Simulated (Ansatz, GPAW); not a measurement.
# How SrVS3 (model structure) absorbs and reflects light, part 3 of 3

Aim: the dielectric function of SrVS3 (model structure), and the optical constants that follow from it. The cell was made here by substitution or stacking, whether or not such a phase is known. It was built so: All O replaced by S in the Pm-3m structure of SrVO3. The cell is first relaxed with Ansatz.

GPAW 26.7.0; DFT, PBE, plane-wave PAW (GPAW data sets), scalar-relativistic, RPA, optical limit.

So far. Step 3 (Ground state): There are states at the Fermi level within the smearing, so the occupations stay smeared and the carriers get a Drude term.

## (5) Dielectric function, RPA

Local fields let the induced charge screen the field inside the cell, which as a rule lowers ε, most along directions where the density is uneven.

This step: DFT, PBE, plane-wave PAW (GPAW data sets), scalar-relativistic, RPA, optical limit (GPAW 26.7.0).

Contents of df.py:

```python
from gpaw.response.df import DielectricFunction

df = DielectricFunction('full.gpw', frequencies={'type': 'nonlinear', 'domega0': 0.03, 'omega2': 8},
                        ecut=50,
                        eta=0.1,
                        nbands=56,
                        rate=0.1,
                        txt='df.txt')
for direction in ['x']:
    df.get_dielectric_function(xc='RPA', direction=direction, filename=f'df_{direction}.csv')
```

The run is started by

```bash
$ OMP_NUM_THREADS=1 python df.py
```

What it wrote:

```text
Using integrator: PointIntegrator
NonLinearFrequencyDescriptor(from 0.000 to 87.150 eV, 528 points)
Nonperiodic BCs:  [False False False]
Using integrator: PointIntegrator
NonLinearFrequencyDescriptor(from 0.000 to 87.150 eV, 528 points)
Nonperiodic BCs:  [False False False]
Using integrator: PointIntegrator

Calculating chi0 body with:
    Ground state adapter containing:
    Number of spins: 2
    Number of kpoints: 512
    Number of irreducible kpoints: 35
    Number of completely occupied states: 17
    Number of partially occupied states: 25

    Linear response parametrization:
    q_c: [0.0, 0.0, 0.0]
    Number of frequency points: 528
    Planewave cutoff: 50.0
    Number of bands: 56
    Number of planewaves: 81
    Broadening (eta): 0.1

Integrating chi0 body.

Symmetries of q_c:
    Direct symmetries (Uq -> q): 48
    Indirect symmetries (TUq -> q): 0
In total 48 allowed symmetries.

35 groups of equivalent kpoints. 93.1640625% reduction.

Integral kind: spectral function

Calculating chi0 optical extensions with:
    Ground state adapter containing:
    Number of spins: 2
    Number of kpoints: 512
    Number of irreducible kpoints: 35
    Number of completely occupied states: 17
    Number of partially occupied states: 25

    Linear response parametrization:
    Number of frequency points: 528
    Planewave cutoff: 50.0
    Number of bands: 56
    Number of planewaves: 81
    Broadening (eta): 0.1
Integrating chi0 head and wings.

Symmetries of q_c:
    Direct symmetries (Uq -> q): 48
    Indirect symmetries (TUq -> q): 0
In total 48 allowed symmetries.

35 groups of equivalent kpoints. 93.1640625% reduction.

Integral kind: spectral function wings

Calculating drude chi0 with:
    Number of frequency points:528
    Plasma frequency decay rate: 0.1 eV

    Ground state adapter containing:
    Number of spins: 2
    Number of kpoints: 512
    Number of irreducible kpoints: 35
    Number of completely occupied states: 17
    Number of partially occupied states: 25

Symmetries of q_c:
    Direct symmetries (Uq -> q): 48
    Indirect symmetries (TUq -> q): 0
In total 48 allowed symmetries.

35 groups of equivalent kpoints. 93.1640625% reduction.

Integral kind: intraband
Plasma frequency:
[[3.64-0.j 0.  +0.j 0.  +0.j]
 [0.  +0.j 3.64-0.j 0.  +0.j]
 [0.  +0.j 0.  +0.j 3.64-0.j]]
```

Elapsed: 41 s, on 1 thread of Arm Neoverse V2, shared host; peak memory 0.45 GiB.

Some rows of df_x.csv (energy; Re and Im without local fields; Re and Im with them):

```text
0.000000, 1464.316264, -0.000000, 1463.208312, -0.000000
0.460735, -35.703883, 40.356043, -36.939870, 40.044341
0.943989, -0.260170, 19.823585, -1.208651, 19.146429
1.451455, -6.309962, 18.754582, -6.442960, 18.192576
1.984998, -3.053641, 11.443765, -3.205146, 11.104484
2.546682, -1.356816, 3.562976, -1.670412, 3.518368
3.138794, 1.226170, 4.353314, 0.804778, 4.408320
3.763875, 3.036360, 2.830953, 2.303183, 2.883224
4.424758, 4.935959, 4.760573, 4.024707, 4.618074
5.124608, 2.538299, 7.052536, 1.407946, 6.336174
5.866977, 0.251029, 5.616514, -0.160293, 4.644852
6.655862, 0.264226, 4.158999, -0.059980, 3.513909
7.495775, 1.024022, 3.155909, 0.592037, 2.499587
8.391833, 0.087814, 4.167154, 0.532568, 3.444266
9.349861, -0.180034, 4.159012, 0.003180, 3.428036
10.376517, -0.532468, 3.139064, -0.370262, 2.266270
11.479449, -0.624547, 2.263264, -0.245324, 1.823796
12.667487, -0.508181, 1.964998, -0.015544, 1.321596
13.950874, -0.536496, 1.588939, 0.092559, 1.199508
15.341572, -0.546857, 1.036974, 0.401001, 1.129228
16.853625, -0.033248, 0.594710, 0.333996, 0.811139
18.503643, 0.272064, 0.341750, 0.221074, 0.701627
```

Sum at mesh points, not converged in k. Im ε, E ∥ x against photon energy; read off at these points:

```
photon energy (eV)  Im ε, E ∥ x
              0.50         34.9
              1.00         19.9
              1.18         21.2
              1.50         15.9
              2.00         11.0
              2.50         3.77
              3.00         4.08
              3.50         3.28
              4.00         3.11
              4.50         4.82
              4.89         7.08
              5.00         6.80
              5.50         5.86
              6.00         4.19
              6.50         3.73
              7.00         3.05
              7.50         2.49
              8.00         3.85
              8.50         3.33
              9.00         3.35
              9.50         3.26
             10.00         2.72
             10.50         2.21
             11.00         2.37
             11.50         1.83
             12.00         1.72
             12.50         1.24
             13.00         1.27
             13.50         1.21
             14.00         1.18
             14.50         1.10
             15.00         1.09
             15.50         1.22
             16.00         1.13
             16.50        0.963
             17.00        0.888
             17.50         1.07
             18.00        0.877
             18.50        0.703
```

Values under 1 per cm are given as 1; sum at mesh points, not converged in k. The absorption coefficient, E ∥ x by photon energy:

photon energy (eV), log10 absorption coefficient, E ∥ x (1/cm) and a bar from the least value:
```
     1.01        5.5 
     1.99        5.7 ###########
     3.02        5.6 ####
     3.98        5.5 
     4.98        5.9 ####################
     6.02        5.9 ####################
     6.99        5.9 #####################
     8.03        6.0 ########################
     9.02        6.0 ###########################
    10.03        6.1 ############################
    11.03        6.1 ##############################
    12.02        6.1 ##############################
    13.00        6.0 ##########################
    14.04        6.0 #########################
    14.96        6.0 #######################
    16.03        6.1 ###########################
    16.96        6.0 ######################
    18.05        6.0 ##########################
```

The loss function −Im 1/ε at q → 0, E ∥ x has structure finer than the step of the table below, so its rows give means over 0.5 eV, whole bins alone (the curve runs from 0.305 to 18.6 eV). Peaks (eV: height): 3.34: 0.282, 7.55: 0.384, 14.77: 0.934, 16.75: 1.12, 18.50: 1.30.

Sum at mesh points, not converged in k. Loss function −Im 1/ε at q → 0, E ∥ x against energy loss; means over each step:

```
energy loss (eV)  loss function −Im 1/ε at q → 0, E ∥ x
             1.0                                 0.0476
             1.5                                 0.0590
             2.0                                 0.0912
             2.5                                  0.190
             3.0                                  0.240
             3.5                                  0.247
             4.0                                  0.160
             4.5                                  0.120
             5.0                                  0.136
             5.5                                  0.177
             6.0                                  0.222
             6.5                                  0.266
             7.0                                  0.328
             7.5                                  0.362
             8.0                                  0.253
             8.5                                  0.293
             9.0                                  0.296
             9.5                                  0.317
            10.0                                  0.369
            10.5                                  0.430
            11.0                                  0.438
            11.5                                  0.519
            12.0                                  0.551
            12.5                                  0.753
            13.0                                  0.789
            13.5                                  0.800
            14.0                                  0.834
            14.5                                  0.892
            15.0                                  0.865
            15.5                                  0.778
            16.0                                  0.883
            16.5                                   1.02
            17.0                                  0.941
            17.5                                  0.869
            18.0                                   1.08
```

Sum at mesh points, not converged in k. Reflectivity at normal incidence, E ∥ x against photon energy; read off at these points:

```
photon energy (eV)  reflectivity at normal incidence, E ∥ x (%)
              0.50                                         78.0
              1.00                                         53.9
              1.50                                         60.2
              2.00                                         51.4
              2.36                                         54.9
              2.50                                         45.3
              3.00                                         23.2
              3.50                                         17.7
              4.00                                         16.4
              4.50                                         23.2
              5.00                                         31.2
              5.50                                         33.2
              6.00                                         26.7
              6.50                                         27.8
              7.00                                         22.7
              7.50                                         17.2
              8.00                                         21.1
              8.50                                         22.5
              9.00                                         23.1
              9.50                                         27.1
             10.00                                         23.0
             10.50                                         23.1
             11.00                                         25.0
             11.50                                         22.5
             12.00                                         26.9
             12.50                                         19.7
             13.00                                         19.4
             13.50                                         14.1
             14.00                                         15.3
             14.50                                         13.0
             15.00                                         11.3
             15.50                                         11.4
             16.00                                         13.8
             16.50                                         13.1
             17.00                                         8.34
             17.50                                         11.1
             18.00                                         13.8
             18.50                                         11.4
```

Sum at mesh points, not converged in k. Table of Im ε, E ∥ x by photon energy; read off at these points:

```
photon energy (eV)  without local fields  with local fields
              0.50                  35.2               34.9
              1.00                  20.6               19.9
              1.18                  22.0               21.2
              1.50                  16.4               15.9
              2.00                  11.3               11.0
              2.50                  3.82               3.77
              3.00                  4.08               4.08
              3.50                  3.20               3.28
              4.00                  3.14               3.11
              4.50                  4.95               4.82
              4.89                  7.64               7.08
              5.00                  7.44               6.80
              5.50                  6.79               5.86
              6.00                  5.20               4.19
              6.50                  4.40               3.73
              7.00                  3.78               3.05
              7.50                  3.15               2.49
              8.00                  5.32               3.85
              8.50                  3.86               3.33
              9.00                  4.08               3.35
              9.50                  3.90               3.26
             10.00                  3.73               2.72
             10.50                  3.22               2.21
             11.00                  2.87               2.37
             11.50                  2.29               1.83
             12.00                  2.00               1.72
             12.50                  1.90               1.24
             13.00                  1.79               1.27
             13.50                  1.70               1.21
             14.00                  1.59               1.18
             14.50                  1.28               1.10
             15.00                  1.14               1.09
             15.50                 0.903               1.22
             16.00                 0.644               1.13
             16.50                 0.568              0.963
             17.00                 0.595              0.888
             17.50                 0.469               1.07
             18.00                 0.340              0.877
             18.50                 0.342              0.703
```

From ε follow the optical constants at some laser and lamp lines:

```
wavelength (nm)     n      k  R (%)    1/α
           1550  2.64  3.967   63.5  31 nm
           1064  3.22  3.283   54.9  26 nm
            800  2.11  3.321   59.2  19 nm
            532  1.29  2.475   54.7  17 nm
            405  1.66  1.298   24.2  25 nm
            308  1.97  0.790   16.6  31 nm
            248  2.11  1.612   31.2  12 nm
```

A polished face would reflect 51 % of daylight and look yellow-green (CIE x = 0.350, y = 0.400 under D65).

## (6) Outcome

At this level (PBE, RPA) SrVS3 is a metal. The mesh is too coarse to trust the carriers' weight, the reflectivity or the colour to better than tens of per cent. The cell grew by 7.0 % in volume. A polished face would reflect 51 % of daylight and look yellow-green (CIE x = 0.350, y = 0.400 under D65). The carriers' damping of 0.1 eV is typed, not computed; it shapes the response at the lowest energies. The magnetic state comes from one start and need not be the lowest. The curves end at 19 eV, about where the summed bands run out. In this version of GPAW the matrix elements of the optical limit are incomplete, which can lower ε − 1 by up to a tenth where first-row anions or d states rule, and shift it by more in d metals. GPAW's carrier term has the form −ωp²/(ω + i·rate)², which damps like twice the rate and fails at low energy, so the curves leave the lowest energies out. The sum runs over mesh points 0.17 Å⁻¹ apart with no interpolation, so peaks are partly noise of the mesh, and the Drude plasma energy, a sum over the Fermi surface, isn't converged.

[Machine, clock and banner lines and Python warnings are left out of the logs.]

[Logs are printed without paths, hosts, clocks, repeated set-up lines and the standing remarks that a program may print on its own settings, such as how far it seeks lower states.]

[Hosts, paths, dates, database ids (printed as entryN), source tags and the programs' standing remarks are cut or masked in the printed files.]
